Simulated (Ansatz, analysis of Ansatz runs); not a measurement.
# Li5NbO5 (C2/m), nudged elastic band: H transfer from O to O (q = +1), part 2 of 2

Aim: the barrier of one jump in Li5NbO5 (C2/m) at charge +1: H transfer from O to O. The model is a cell of 132 host atoms with 1 H put in; H is the atom that moves.

Ansatz 0.2.0; plane-wave PAW DFT, PBEsol; nudged elastic band between two relaxed defect structures at fixed charge in a uniform background.

So far: The starting structure; Relaxation of the start point, charge +1; Relaxation of the end point, charge +1.

## Step 4: Nudged elastic band, charge +1

3 movable images are laid between the ends on a pair-potential path, which keeps atoms from colliding in the first guess. Each image feels the true force across the path and a spring force along it. The highest image is set to climb to the top of the path.

This step: plane-wave PAW DFT, PBEsol; nudged elastic band between two relaxed defect structures at fixed charge in a uniform background.

File qp1_c132k1s.neb/input.yaml:

```yaml
crystal:
  lattice:
    - [0.0, -12.02387796, 0.0]
    - [-9.64854378, 4.00795932, -0.00669279]
    - [3.7205883, 0.0, -10.93780668]
  atoms:
    - { symbol: Li, position: [0.0936672, 0.28463749, 0.32599644] }
    - { symbol: Li, position: [0.10328474, 0.30977168, 0.06923434] }
    - { symbol: Li, position: [0.00067772, -0.00105902, 0.25020922] }
    - { symbol: Li, position: [0.23201746, 0.19139326, 0.43214136] }
    - { symbol: Li, position: [0.2378537, 0.21136392, 0.17089601] }
    - { symbol: Nb, position: [0.00068261, 5.955e-05, 0.00075929] }
    - { symbol: O, position: [0.0514283, 0.14820685, 0.41429549] }
    - { symbol: O, position: [0.05561711, 0.1580719, 0.16026254] }
    - { symbol: O, position: [0.16478457, -0.00454117, -0.0035521] }
    - { symbol: O, position: [0.29265196, 0.34709905, 0.3441519] }
    - { symbol: O, position: [0.28442932, 0.35300788, 0.08727151] }
    - { symbol: Li, position: [0.09635318, 0.2899151, 0.83019102] }
    - { symbol: Li, position: [0.10107412, 0.30588649, 0.57207925] }
    - { symbol: Li, position: [-0.00028028, 0.00267755, 0.7512259] }
    - { symbol: Li, position: [0.22971794, 0.18944258, 0.93075213] }
    - { symbol: Li, position: [0.23721952, 0.2107329, 0.67309243] }
    - { symbol: Nb, position: [0.00145867, 0.00120995, 0.50062117] }
    - { symbol: O, position: [0.04844261, 0.14654169, 0.91401283] }
    - { symbol: O, position: [0.05294397, 0.15882515, 0.65973861] }
    - { symbol: O, position: [0.16621362, -0.00096303, 0.50154948] }
    - { symbol: O, position: [0.28083795, 0.34206634, 0.84110396] }
    - { symbol: O, position: [0.28745861, 0.35588107, 0.58753401] }
    - { symbol: Li, position: [0.09585952, 0.78838074, 0.32719525] }
    - { symbol: Li, position: [0.10224421, 0.808183, 0.06838451] }
    - { symbol: Li, position: [-0.00053124, 0.49998736, 0.24850831] }
    - { symbol: Li, position: [0.22999153, 0.6940188, 0.42817425] }
    - { symbol: Li, position: [0.23508765, 0.70671432, 0.1694349] }
    - { symbol: Nb, position: [-0.00146962, 0.49926948, 0.00025561] }
    - { symbol: O, position: [0.04712571, 0.64485107, 0.41315082] }
    - { symbol: O, position: [0.0513789, 0.65690658, 0.15946969] }
    - { symbol: O, position: [0.16634535, 0.50013172, 0.00054075] }
    - { symbol: O, position: [0.27935721, 0.84041487, 0.34089521] }
    - { symbol: O, position: [0.28281707, 0.84988525, 0.08509319] }
    - { symbol: Li, position: [0.09541514, 0.78963131, 0.83079746] }
    - { symbol: Li, position: [0.10211609, 0.80986119, 0.56879971] }
    - { symbol: Li, position: [-0.00162205, 0.4987472, 0.75163187] }
    - { symbol: Li, position: [0.22872648, 0.68691027, 0.93060737] }
    - { symbol: Li, position: [0.23521642, 0.71431809, 0.6743047] }
    - { symbol: Nb, position: [-0.00072496, 0.49884406, 0.49969097] }
    - { symbol: O, position: [0.04709744, 0.64526503, 0.91296972] }
    - { symbol: O, position: [0.04961298, 0.65657358, 0.65780751] }
    - { symbol: O, position: [0.16429019, 0.49873837, 0.50046462] }
    - { symbol: O, position: [0.27941053, 0.83825267, 0.83878092] }
    - { symbol: O, position: [0.28295775, 0.85127099, 0.58678003] }
    - { symbol: Li, position: [0.41892604, 0.26057936, 0.31544841] }
    - { symbol: Li, position: [0.43512105, 0.30741491, 0.06821244] }
    - { symbol: Li, position: [0.32845701, -0.01182193, 0.24867399] }
    - { symbol: Li, position: [0.56120462, 0.19166921, 0.43181759] }
    - { symbol: Li, position: [0.56867097, 0.21163092, 0.17114871] }
    - { symbol: Nb, position: [0.33241048, -0.00427789, -0.00262161] }
    - { symbol: O, position: [0.3801078, 0.14239426, 0.41257053] }
    - { symbol: O, position: [0.38265292, 0.15163289, 0.15575352] }
    - { symbol: O, position: [0.49858274, -0.00324835, -0.00219924] }
    - { symbol: O, position: [0.60234457, 0.34779586, 0.34400387] }
    - { symbol: O, position: [0.61641199, 0.35328718, 0.08756053] }
    - { symbol: Li, position: [0.42900388, 0.28829077, 0.82959092] }
    - { symbol: Li, position: [0.43421758, 0.30433097, 0.57017429] }
    - { symbol: Li, position: [0.33264337, 3.999e-05, 0.74990565] }
    - { symbol: Li, position: [0.56274241, 0.18984305, 0.93106042] }
    - { symbol: Li, position: [0.56942796, 0.21128899, 0.67308388] }
    - { symbol: Nb, position: [0.33323869, -0.00188746, 0.50102207] }
    - { symbol: O, position: [0.38087789, 0.14392346, 0.91215948] }
    - { symbol: O, position: [0.38498326, 0.15664061, 0.65912107] }
    - { symbol: O, position: [0.49924594, -0.00079291, 0.50150166] }
    - { symbol: O, position: [0.61312572, 0.342595, 0.84124112] }
    - { symbol: O, position: [0.61537074, 0.35596722, 0.5874972] }
    - { symbol: Li, position: [0.4291249, 0.7885555, 0.32798703] }
    - { symbol: Li, position: [0.43601496, 0.80865076, 0.06896208] }
    - { symbol: Li, position: [0.33528268, 0.5011917, 0.24950016] }
    - { symbol: Li, position: [0.56697714, 0.70093467, 0.43383416] }
    - { symbol: Li, position: [0.56996561, 0.71147534, 0.1720936] }
    - { symbol: Nb, position: [0.33265314, 0.49957432, 0.00068278] }
    - { symbol: O, position: [0.38031587, 0.64689883, 0.41455135] }
    - { symbol: O, position: [0.38578825, 0.65705844, 0.15994679] }
    - { symbol: O, position: [0.49939976, 0.49965253, 0.00071275] }
    - { symbol: O, position: [0.61421003, 0.84362704, 0.34250585] }
    - { symbol: O, position: [0.61761412, 0.8544843, 0.08817142] }
    - { symbol: Li, position: [0.43117433, 0.79009311, 0.83123402] }
    - { symbol: Li, position: [0.43782384, 0.81238961, 0.5693256] }
    - { symbol: Li, position: [0.33538552, 0.49772274, 0.75319038] }
    - { symbol: Li, position: [0.56358423, 0.69082018, 0.93268894] }
    - { symbol: Li, position: [0.57353025, 0.7196725, 0.67593249] }
    - { symbol: Nb, position: [0.32357249, 0.50333305, 0.50346767] }
    - { symbol: O, position: [0.38261433, 0.64560187, 0.91333314] }
    - { symbol: O, position: [0.38967013, 0.65752275, 0.65896534] }
    - { symbol: O, position: [0.50372275, 0.51200139, 0.49754437] }
    - { symbol: O, position: [0.61603234, 0.84379963, 0.84238982] }
    - { symbol: O, position: [0.61956091, 0.85695429, 0.58866162] }
    - { symbol: Li, position: [0.76364897, 0.28618101, 0.32682395] }
    - { symbol: Li, position: [0.76885841, 0.31031231, 0.06954711] }
    - { symbol: Li, position: [0.66452544, -6.237e-05, 0.25051241] }
    - { symbol: Li, position: [0.89676606, 0.18902079, 0.43175549] }
    - { symbol: Li, position: [0.90284403, 0.20861107, 0.16955177] }
    - { symbol: Nb, position: [0.66722298, 0.00088266, 0.00136851] }
    - { symbol: O, position: [0.71351061, 0.14872771, 0.41408939] }
    - { symbol: O, position: [0.71612365, 0.15925966, 0.16088475] }
    - { symbol: O, position: [0.83429999, 0.00391683, 0.0046539] }
    - { symbol: O, position: [0.94787624, 0.34103496, 0.34151597] }
    - { symbol: O, position: [0.95083172, 0.35320291, 0.08746914] }
    - { symbol: Li, position: [0.76268177, 0.29070848, 0.8305732] }
    - { symbol: Li, position: [0.76902698, 0.30670681, 0.57150881] }
    - { symbol: Li, position: [0.66780787, 0.00382334, 0.75179951] }
    - { symbol: Li, position: [0.89653861, 0.19045789, 0.93205184] }
    - { symbol: Li, position: [0.90345612, 0.2111243, 0.67308594] }
    - { symbol: Nb, position: [0.66790209, 0.00260881, 0.50090244] }
    - { symbol: O, position: [0.71509429, 0.14720994, 0.91442698] }
    - { symbol: O, position: [0.71905843, 0.16037059, 0.65975316] }
    - { symbol: O, position: [0.83431197, 0.00341529, 0.50002808] }
    - { symbol: O, position: [0.94700133, 0.34188338, 0.84120597] }
    - { symbol: O, position: [0.95127968, 0.35391145, 0.58720602] }
    - { symbol: Li, position: [0.76310088, 0.7899841, 0.3280771] }
    - { symbol: Li, position: [0.76957696, 0.8100673, 0.07050544] }
    - { symbol: Li, position: [0.66490114, 0.50185484, 0.24975701] }
    - { symbol: Li, position: [0.89907555, 0.69652227, 0.42822325] }
    - { symbol: Li, position: [0.90294627, 0.71064983, 0.17129537] }
    - { symbol: Nb, position: [0.6653751, 0.49985541, 0.00107022] }
    - { symbol: O, position: [0.71790744, 0.64751035, 0.41490185] }
    - { symbol: O, position: [0.71841391, 0.65755221, 0.16028275] }
    - { symbol: O, position: [0.83209181, 0.49884361, 0.00058149] }
    - { symbol: O, position: [0.9477858, 0.84374101, 0.3413682] }
    - { symbol: O, position: [0.95056982, 0.85358932, 0.0873361] }
    - { symbol: Li, position: [0.76212518, 0.78952467, 0.83089106] }
    - { symbol: Li, position: [0.77086334, 0.81285111, 0.56938558] }
    - { symbol: Li, position: [0.66309468, 0.49779349, 0.75344542] }
    - { symbol: Li, position: [0.89531238, 0.68996743, 0.93177558] }
    - { symbol: Li, position: [0.90726874, 0.71869404, 0.67656501] }
    - { symbol: Nb, position: [0.67843359, 0.50308885, 0.50336941] }
    - { symbol: O, position: [0.71471761, 0.64635876, 0.91406186] }
    - { symbol: O, position: [0.71654142, 0.65721845, 0.65896002] }
    - { symbol: O, position: [0.832072, 0.49273604, 0.49639188] }
    - { symbol: O, position: [0.94474909, 0.84271586, 0.84144361] }
    - { symbol: O, position: [0.95025191, 0.85426083, 0.58714991] }
    - { symbol: H, position: [0.48949988, 0.46312259, 0.40880925] }
total_charge: 1
basis:
  ecutwfc: 420
  xc_grid: 2
hamiltonian:
  xc: pbesol
kpoints:
  mp_grid: { grid: [1, 1, 1], shift: [0.25, 0.25, 0.25] }
scf:
  occupations: { method: fixed }
  max_iter: 100
output:
  forces: true
neb:
  images: 3
  f_tol: 0.04
  climbing: true
  initial_path: idpp
  max_iterations: 45
  order_check: false
  final_atoms:
    - { symbol: Li, position: [0.0908127, 0.2841581, 0.32774804] }
    - { symbol: Li, position: [0.10290282, 0.31022831, 0.07278003] }
[... 1 atom line left out ...]
    - { symbol: Li, position: [0.22702588, 0.18404602, 0.43049512] }
[... 5 atom lines left out ...]
    - { symbol: O, position: [0.27619902, 0.3301459, 0.33627052] }
[... 11 atom lines left out ...]
    - { symbol: O, position: [0.28417518, 0.35445221, 0.58476101] }
[... 22 atom lines left out ...]
    - { symbol: Li, position: [0.43075108, 0.28490563, 0.32783139] }
[... 5 atom lines left out ...]
    - { symbol: O, position: [0.38172256, 0.14618605, 0.41343891] }
[... 5 atom lines left out ...]
    - { symbol: Li, position: [0.43615754, 0.30938175, 0.56840501] }
[... 11 atom lines left out ...]
    - { symbol: Li, position: [0.34651342, 0.54160426, 0.24549457] }
    - { symbol: Li, position: [0.56444269, 0.69169441, 0.43134666] }
[... 2 atom lines left out ...]
    - { symbol: O, position: [0.38072402, 0.64401643, 0.41212141] }
[... 9 atom lines left out ...]
    - { symbol: Nb, position: [0.33648448, 0.51229911, 0.51211714] }
[... 2 atom lines left out ...]
    - { symbol: O, position: [0.49711595, 0.50034359, 0.50012063] }
[... 46 atom lines left out ...]
    - { symbol: H, position: [0.28378119, 0.35414418, 0.25899566] }
```

On the command line:

```sh
$ ansatz run input.yaml --threads 32 --pin off --max-ram 84787MiB --backend cuda --events-out ev --progress --plain --runs-dir out --max-vram 78GiB
```

It took 27 s on 1 × NVIDIA GB200 with 32 threads of Arm Neoverse V2, shared host; peak memory 2.4 GiB.

Images along the path:

| image | path (Å) | energy (eV) | H133: x, y, z (Å) |
| --- | --- | --- | --- |
| 0 | 0.000 | 0.0000 | -2.947, -4.030, -4.475 |
| 1 | 0.891 | 0.1020 | -2.616, -3.423, -4.444 |
| 2 | 1.771 | -0.3340 | -2.501, -2.970, -3.859 |
| 3 | 2.650 | -0.5250 | -2.380, -2.649, -3.178 |
| 4 | 3.529 | -0.6540 | -2.453, -1.993, -2.835 |

Numbers from this step:

| Item | Value |
| --- | --- |
| free energy | -99950.4182 eV |
| barrier forward | 0.1021 eV |
| barrier backward | 0.7562 eV |
| end less start | -0.6542 eV |
| hop length | 2.661 Å |

Track of the atom that was set to move:

| image | x (Å) | y (Å) | z (Å) | nearest neighbour | distance (Å) |
| --- | --- | --- | --- | --- | --- |
| 0 | -2.947 | -4.03 | -4.475 | O | 0.981 |
| 1 | -2.616 | -3.423 | -4.444 | O | 1.144 |
| 2 | -2.501 | -2.97 | -3.859 | O | 0.987 |
| 3 | -2.38 | -2.649 | -3.178 | O | 0.973 |
| 4 | -2.453 | -1.993 | -2.835 | O | 0.992 |

The band met its tolerance of 0.04 eV/Å after 17 iterations, with image 1 on top (the start counts as 0). H133, which moves farthest between the ends, has 1 O at 0.98 Å nearest at the start and 1 O at 1.14 Å at the top.

## Step 5: What came out

```yaml
barrier_forward: 0.10 eV
barrier_backward: 0.76 eV
end_less_start: -0.65 eV
hop_length: 2.66 Å
band_iterations_as_the_log_counts_them: 17
```

**Reading.** The top of the band lies 0.10 eV above the start and 0.76 eV above the end. The ends differ by 0.65 eV, so they aren't like places or like states; the smaller barrier is only the way out of the higher one. For hydrogen, zero-point energy and tunnelling change the rate much, so no rate follows from this barrier alone. The order of the top as a saddle was not checked for all atoms, so a bent path could be lower. No image-charge correction is applied; it largely cancels along a path if the charge stays localised alike. Limits: one k-point off the zone centre stands for the whole zone.

[Logs are printed without paths, hosts, clocks, repeated set-up lines and the standing remarks that a program may print on its own settings, such as how far it seeks lower states.]

[Hosts, paths, dates, database ids (printed as entryN), source tags and the programs' standing remarks are cut or masked in the printed files.]
